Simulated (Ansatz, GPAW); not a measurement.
# Polarising a 4-layer slab of Cu(100) with a field along the normal

The dipole of the cell at several fields, atoms fixed. What does the strongest field give, and what length does the slope stand for?

How it was computed: GPAW 26.7.0, plane waves (400 eV), PAW setups, PBE, 12×12 mesh, a dipole layer in the vacuum; geometry relaxed without an applied field with Ansatz 0.2.0. The cell's area is 6.52 Å², and e/ε0 = 180.95 V Å.

The runs, one held back:

| field (V/Å) | dipole (e Å) |
| --- | --- |
| −0.2 | −0.0611 |
| −0.1 | −0.0303 |
| −0.05 | −0.0150 |
| 0.05 | 0.0158 |
| 0.1 | 0.0311 |
| 0.2 | 0.0619 |
| 0.3 | ? |

To predict: What is the dipole at 0.3 V/Å?

**Working.** A line through the 6 points has the slope α = 0.307 e Å per V/Å and the intercept p₀ = 0.0004 e Å (r.m.s. residual 3.1e−05). At 0.3 V/Å it gives p = 0.0004 + 0.307 × 0.3 = 0.0926 e Å; the run gives 0.0927 e Å, so the response stays linear to 0.1 % of the induced part. Dividing by ε0 and the area: α/(ε0 A) = 0.307 × 180.95 / 6.52 = 8.54 Å, against 5.42 Å between the outer nuclei. A metal screens fully, so the excess of 3.12 Å puts the image planes about 1.56 Å outside the outer atoms on average.

Caveats: This is the electronic response alone; ions that move would add to it in polar layers. No run was spin-polarised, so magnetic states weren't tested.
